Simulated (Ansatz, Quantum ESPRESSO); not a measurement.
# Evanescent states of SrO, rock salt type, lattice constant set to 5.274 Å, part 3 of 4

Aim: how fast states decay in the gap of SrO, rock salt type, lattice constant set to 5.274 Å.

Quantum ESPRESSO 7.5; plane-wave DFT, LDA, GBRV ultrasoft pseudopotentials; cross-check by Ansatz 0.2.0 with PAW datasets.

So far. Step 2 (SCF with pw.x): The run needed 13 iterations to bring the estimated error under 1e-09 Ry.

### 4. Complex band structure, with ewind = 6.0 and epsproj = 1e-07

Level of this step: complex band structure by pwcond; plane-wave DFT, LDA, GBRV ultrasoft pseudopotentials (Quantum ESPRESSO).

A sensitivity test on the input.

cbs.w.in reads:

```
&inputcond
  outdir = './out'
  prefixl = 'scf'
  band_file = 'cbs.w'
  ikind = 0
  ewind = 6.0
  epsproj = 1e-07
  nz1 = 7
  energy0 = 7.44
  denergy = -0.24
/
4
  0.00000000 0.00000000 1.00000000
  0.50000000 0.00000000 1.00000000
  0.50000000 0.50000000 1.00000000
  0.25000000 0.00000000 1.00000000
40
```

Command:

```
OMP_NUM_THREADS=1 mpirun -n 2 pwcond.x -in cbs.w.in > cbs.w.out
```

What it wrote:

```text
[banner, memory and clock lines left out]
Program PWCOND v.7.5 starts
[citation notice left out]

[...]
./out/scf.save/

[...]
negative rho (up, down):  1.296E-01 0.000E+00
     Reading collected, re-writing distributed wavefunctions

===== INPUT FILE containing the left lead =====

     GEOMETRY:

     lattice parameter (alat)  =       7.0473  a.u.
     the volume                =     494.9792 (a.u.)^3
     the cross section         =      49.6647 (a.u.)^2
     l of the unit cell        =       1.4142 (alat)
     number of atoms/cell      =            4
     number of atomic types    =            2

     crystal axes: (cart. coord. in units of alat)
               a(1) = (  1.0000  0.0000  0.0000 )
               a(2) = (  0.0000  1.0000  0.0000 )
               a(3) = (  0.0000  0.0000  1.4142 )

   Cartesian axes

     site n.     atom                  positions (alat units)
          1        Sr     tau(  1)=(  0.0000  0.0000  1.4142  )
          2        O      tau(  2)=(  0.5000  0.5000  1.4142  )
          3        Sr     tau(  3)=(  0.5000  0.5000  0.7071  )
          4        O      tau(  4)=(  0.0000  0.0000  0.7071  )

     nr1s                      =           30
     nr2s                      =           30
     nr3s                      =           45
     nr1sx                     =           30
     nr2sx                     =           30
     nr3sx                     =           45
     nr1                       =           32
     nr2                       =           32
     nr3                       =           45
     nr1x                      =           32
     nr2x                      =           32
     nr3x                      =           45

 _______________________________
  Radii of nonlocal spheres:

     type       ibeta     ang. mom.          radius (alat units)
       Sr         1         0                    0.2415
       Sr         2         0                    0.2415
       Sr         3         1                    0.2415
       Sr         4         1                    0.2415
       Sr         5         2                    0.2415
       Sr         6         2                    0.2415
       O          1         0                    0.1778
       O          2         0                    0.1778
       O          3         1                    0.1778
       O          4         1                    0.1778
       O          5         2                    0.1778
----- General information -----

----- Complex band structure calculation -----

     nrx                       =           30
     nry                       =           30
     nz1                       =            7

     energy0               =         7.4E+00
     denergy               =        -2.4E-01
     nenergy               =         40
     ecut2d                =         4.0E+01
     ewind                 =         6.0E+00
     epsproj               =         1.0E-07

     number of k_|| points=    4
                       cryst. coord.
        k(    1) = (   0.0000000   0.0000000), wk =   0.2500000
        k(    2) = (   0.5000000   0.0000000), wk =   0.2500000
        k(    3) = (   0.5000000   0.5000000), wk =   0.2500000
        k(    4) = (   0.2500000   0.0000000), wk =   0.2500000
----- Information about left lead -----

     nocros                   =           31
     noins                    =           31
     norb                     =           93
     norbf                    =           93
     nrz                      =           45

      iorb      type   ibeta   ang. mom.   m       position (alat)
        1        1       1        0        1   taunew(   1)=(  0.0000  0.0000  0.0000)
        2        1       2        0        1   taunew(   2)=(  0.0000  0.0000  0.0000)
[...]
93        2       5        2        5   taunew(  93)=(  0.5000  0.5000  1.4142)
 ngper, shell number =          161          25
 ngper, n2d =          161         151
---  E-Ef =    7.4400000  k =    0.0000000   0.0000000
---  ie =          1  ik =          1
 Nchannels of the left tip =            2
 Right moving states:
   k1(2pi/a)   k2(2pi/a)   E-Ef (eV)
   0.4019378   0.0000000   7.4400000
   0.4019378   0.0000000   7.4400000
 Left moving states:
   k1(2pi/a)   k2(2pi/a)   E-Ef (eV)
  -0.4019378   0.0000000   7.4400000
  -0.4019378   0.0000000   7.4400000

---  E-Ef =    7.2000000  k =    0.0000000   0.0000000
---  ie =          2  ik =          1
 Nchannels of the left tip =            3
 Right moving states:
   k1(2pi/a)   k2(2pi/a)   E-Ef (eV)
  -0.0572145  -0.0000000   7.2000000
   0.3630494   0.0000000   7.2000000
   0.3630494   0.0000000   7.2000000
 Left moving states:
   k1(2pi/a)   k2(2pi/a)   E-Ef (eV)
   0.0572145  -0.0000000   7.2000000
  -0.3630494   0.0000000   7.2000000
  -0.3630494   0.0000000   7.2000000
[... further energies and points left out ...]
---  E-Ef =   -1.6800000  k =    0.2500000   0.0000000
---  ie =         39  ik =          4
 Nchannels of the left tip =            0
 Right moving states:
   k1(2pi/a)   k2(2pi/a)   E-Ef (eV)
 Left moving states:
   k1(2pi/a)   k2(2pi/a)   E-Ef (eV)

---  E-Ef =   -1.9200000  k =    0.2500000   0.0000000
---  ie =         40  ik =          4
 Nchannels of the left tip =            0
 Right moving states:
   k1(2pi/a)   k2(2pi/a)   E-Ef (eV)
 Left moving states:
   k1(2pi/a)   k2(2pi/a)   E-Ef (eV)

[...]
```

The job ended after 4.2 min (2 MPI ranks of Intel Xeon Platinum 8375C at 2.90GHz (Ice Lake), shared host; peak memory 0.18 GiB).

Beside the run it was changed from:

| quantity | this run | unchanged run | difference |
| --- | --- | --- | --- |
| peak of the smallest κ at the zone centre (Å⁻¹) | 0.247 | 0.247 | 0 |
| peak of the smallest κ at (1/2, 0) (Å⁻¹) | 0.427 | 0.427 | 0 |
| peak of the smallest κ at (1/2, 1/2) (Å⁻¹) | 0.359 | 0.359 | 0 |
| wall time (s) | 254 | 98 |  |

The physical values in this table stay within 0.05 %.

### 5. Complex band structure, with ewind, epsproj = [0.1, 0.1]

Another try, with an input changed as a hurried user might.

cbs.bad.in reads:

```
&inputcond
  outdir = './out'
  prefixl = 'scf'
  band_file = 'cbs.bad'
  ikind = 0
  ewind = 0.1
  epsproj = 0.1
  nz1 = 7
  energy0 = 7.44
  denergy = -0.24
/
4
  0.00000000 0.00000000 1.00000000
  0.50000000 0.00000000 1.00000000
  0.50000000 0.50000000 1.00000000
  0.25000000 0.00000000 1.00000000
40
```

Command:

```
OMP_NUM_THREADS=1 mpirun -n 2 pwcond.x -in cbs.bad.in > cbs.bad.out
```

What it wrote:

```text
[banner, memory and clock lines left out]
Program PWCOND v.7.5 starts
[citation notice left out]

[...]
./out/scf.save/

[...]
negative rho (up, down):  1.296E-01 0.000E+00
     Reading collected, re-writing distributed wavefunctions

===== INPUT FILE containing the left lead =====

     GEOMETRY:

     lattice parameter (alat)  =       7.0473  a.u.
     the volume                =     494.9792 (a.u.)^3
     the cross section         =      49.6647 (a.u.)^2
     l of the unit cell        =       1.4142 (alat)
     number of atoms/cell      =            4
     number of atomic types    =            2

     crystal axes: (cart. coord. in units of alat)
               a(1) = (  1.0000  0.0000  0.0000 )
               a(2) = (  0.0000  1.0000  0.0000 )
               a(3) = (  0.0000  0.0000  1.4142 )

   Cartesian axes

     site n.     atom                  positions (alat units)
          1        Sr     tau(  1)=(  0.0000  0.0000  1.4142  )
          2        O      tau(  2)=(  0.5000  0.5000  1.4142  )
          3        Sr     tau(  3)=(  0.5000  0.5000  0.7071  )
          4        O      tau(  4)=(  0.0000  0.0000  0.7071  )

     nr1s                      =           30
     nr2s                      =           30
     nr3s                      =           45
     nr1sx                     =           30
     nr2sx                     =           30
     nr3sx                     =           45
     nr1                       =           32
     nr2                       =           32
     nr3                       =           45
     nr1x                      =           32
     nr2x                      =           32
     nr3x                      =           45

 _______________________________
  Radii of nonlocal spheres:

     type       ibeta     ang. mom.          radius (alat units)
       Sr         1         0                    0.2415
       Sr         2         0                    0.2415
       Sr         3         1                    0.2415
       Sr         4         1                    0.2415
       Sr         5         2                    0.2415
       Sr         6         2                    0.2415
       O          1         0                    0.1778
       O          2         0                    0.1778
       O          3         1                    0.1778
       O          4         1                    0.1778
       O          5         2                    0.1778
----- General information -----

----- Complex band structure calculation -----

     nrx                       =           30
     nry                       =           30
     nz1                       =            7

     energy0               =         7.4E+00
     denergy               =        -2.4E-01
     nenergy               =         40
     ecut2d                =         4.0E+01
     ewind                 =         1.0E-01
     epsproj               =         1.0E-01

     number of k_|| points=    4
                       cryst. coord.
        k(    1) = (   0.0000000   0.0000000), wk =   0.2500000
        k(    2) = (   0.5000000   0.0000000), wk =   0.2500000
        k(    3) = (   0.5000000   0.5000000), wk =   0.2500000
        k(    4) = (   0.2500000   0.0000000), wk =   0.2500000
----- Information about left lead -----

     nocros                   =           31
     noins                    =           31
     norb                     =           93
     norbf                    =           93
     nrz                      =           45

      iorb      type   ibeta   ang. mom.   m       position (alat)
        1        1       1        0        1   taunew(   1)=(  0.0000  0.0000  0.0000)
        2        1       2        0        1   taunew(   2)=(  0.0000  0.0000  0.0000)
[...]
93        2       5        2        5   taunew(  93)=(  0.5000  0.5000  1.4142)
 ngper, shell number =          161          25
 ngper, n2d =          161          19
---  E-Ef =    7.4400000  k =    0.0000000   0.0000000
---  ie =          1  ik =          1
 Nchannels of the left tip =            3
 Right moving states:
   k1(2pi/a)   k2(2pi/a)   E-Ef (eV)
  -0.1516978  -0.0000000   7.4400000
   0.3476919   0.0000000   7.4400000
   0.3476919   0.0000000   7.4400000
 Left moving states:
   k1(2pi/a)   k2(2pi/a)   E-Ef (eV)
   0.1516978  -0.0000000   7.4400000
  -0.3476919   0.0000000   7.4400000
  -0.3476919   0.0000000   7.4400000

---  E-Ef =    7.2000000  k =    0.0000000   0.0000000
---  ie =          2  ik =          1
 Nchannels of the left tip =            3
 Right moving states:
   k1(2pi/a)   k2(2pi/a)   E-Ef (eV)
  -0.2328557  -0.0000000   7.2000000
   0.3066602   0.0000000   7.2000000
   0.3066602   0.0000000   7.2000000
 Left moving states:
   k1(2pi/a)   k2(2pi/a)   E-Ef (eV)
   0.2328557  -0.0000000   7.2000000
  -0.3066602   0.0000000   7.2000000
  -0.3066602   0.0000000   7.2000000
[... further energies and points left out ...]
---  E-Ef =   -1.6800000  k =    0.2500000   0.0000000
---  ie =         39  ik =          4
 Nchannels of the left tip =            0
 Right moving states:
   k1(2pi/a)   k2(2pi/a)   E-Ef (eV)
 Left moving states:
   k1(2pi/a)   k2(2pi/a)   E-Ef (eV)

---  E-Ef =   -1.9200000  k =    0.2500000   0.0000000
---  ie =         40  ik =          4
 Nchannels of the left tip =            0
 Right moving states:
   k1(2pi/a)   k2(2pi/a)   E-Ef (eV)
 Left moving states:
   k1(2pi/a)   k2(2pi/a)   E-Ef (eV)

[...]
```

The job ended after 19 s (2 MPI ranks; peak memory 0.14 GiB).

The run finished, but its numbers are not taken as the system's. The fault: a window of plane waves far too small, with a loose projection threshold.

Beside the run it was changed from:

| quantity | this run | unchanged run | difference |
| --- | --- | --- | --- |
| peak of the smallest κ at (1/2, 0) (Å⁻¹) | 0.421 | 0.427 | -0.0060 |
| peak of the smallest κ at (1/2, 1/2) (Å⁻¹) | 0.371 | 0.359 | 0.012 |
| wall time (s) | 19 | 98 |  |

At one or more of the first three k points this run gives no bounded stop band to compare.

The physical values in this table move by up to 3.3 %.

(Part 3 of 4 ends here.)

[Logs are printed without paths, hosts, clocks, repeated set-up lines and the standing remarks that a program may print on its own settings, such as how far it seeks lower states.]

[Hosts, paths, dates, database ids (printed as entryN), source tags and the programs' standing remarks are cut or masked in the printed files.]

[Maps of the electrostatic potential energy from Ansatz leave out the sawtooth potential of an applied field or a dipole correction, so their vacuum need not be flat; planar profiles and work functions include it.]
